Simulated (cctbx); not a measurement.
# NaZn2PbBr7: precision against data quality

Space group Imma (no. 74), a = 9.5590 Å, b = 9.8300 Å, c = 13.9020 Å, α = 90.00°, β = 90.00°, γ = 90.00°.

```
atom  mult.       x       y       z  Ueq (Å²)
 Pb1      4       0       0       0    0.0026
 Br1      4       0     1/4  0.1173    0.0045
 Br2     16  0.2853  0.9516  0.1186    0.0043
 Br3      4       0     1/4  0.8380    0.0044
 Br4      4     1/2     3/4  0.9197    0.0039
 Zn1      4     1/2     1/2       0    0.0038
 Zn2      4     1/4     1/4     3/4    0.0045
 Na1      4     1/4     1/4     1/4    0.0069
```

The model was made for the exercise: a known structure type with other elements put in, its volume estimated, not relaxed; displacement parameters are assumed.

Five simulated data sets (cctbx; Mo Kα, λ = 0.71073 Å; 4 % proportional error) differ in resolution or exposure (noise floor 8 counts in the first three, 8 in the last two). Each is refined with the right model, isotropic at 1.1 Å and anisotropic otherwise. How do the figures of merit and the uncertainties move?

| d min (Å) | top counts | ⟨I/σ⟩ (unmerged, absences included) | unique | param. (scale apart) | Rint | R1 | GooF | largest s.u. xyz (fractional) | s.u. U of Na1 (Å²) | largest error (Å) |
| --- | --- | --- | --- | --- | --- | --- | --- | --- | --- | --- |
| 1.1 | 20000 | 6.6 | 303 | 14 | 0.037 | 0.0109 | 0.95 | 0.00007 | 0.0010 | 0.0014 |
| 0.84 | 20000 | 6.0 | 655 | 37 | 0.039 | 0.0112 | 0.92 | 0.00004 | 0.0012 | 0.0014 |
| 0.6 | 20000 | 5.0 | 1741 | 37 | 0.045 | 0.0136 | 0.91 | 0.00002 | 0.0006 | 0.0004 |
| 0.75 | 300 | 0.5 | 910 | 37 | 0.482 | 0.0858 | 0.94 | 0.00068 | 0.0162 | 0.0122 |
| 0.75 | 3000 | 2.5 | 910 | 37 | 0.094 | 0.0275 | 0.94 | 0.00011 | 0.0029 | 0.0022 |

The number of reflections grows roughly as 1/d³: 303, 655 and 1741 here. R1 follows the noise rather than the truth: at 300 counts it is 0.0858, at 3000 counts 0.0275, while GooF is 0.94 and 0.94: the weights 1/σ² carry the noise. The s.u. of U (U11 where anisotropic) for Na1 goes 0.0010, 0.0012, 0.0006 Å² with resolution and 0.0162, 0.0029 Å² with exposure.

Hardware for the 0.6 Å refinement: 0.5 s on 1 thread of Arm Neoverse V2 (shared host), peak memory 0.09 GiB.

[Logs are printed without paths, hosts, clocks, repeated set-up lines and the standing remarks that a program may print on its own settings, such as how far it seeks lower states.]
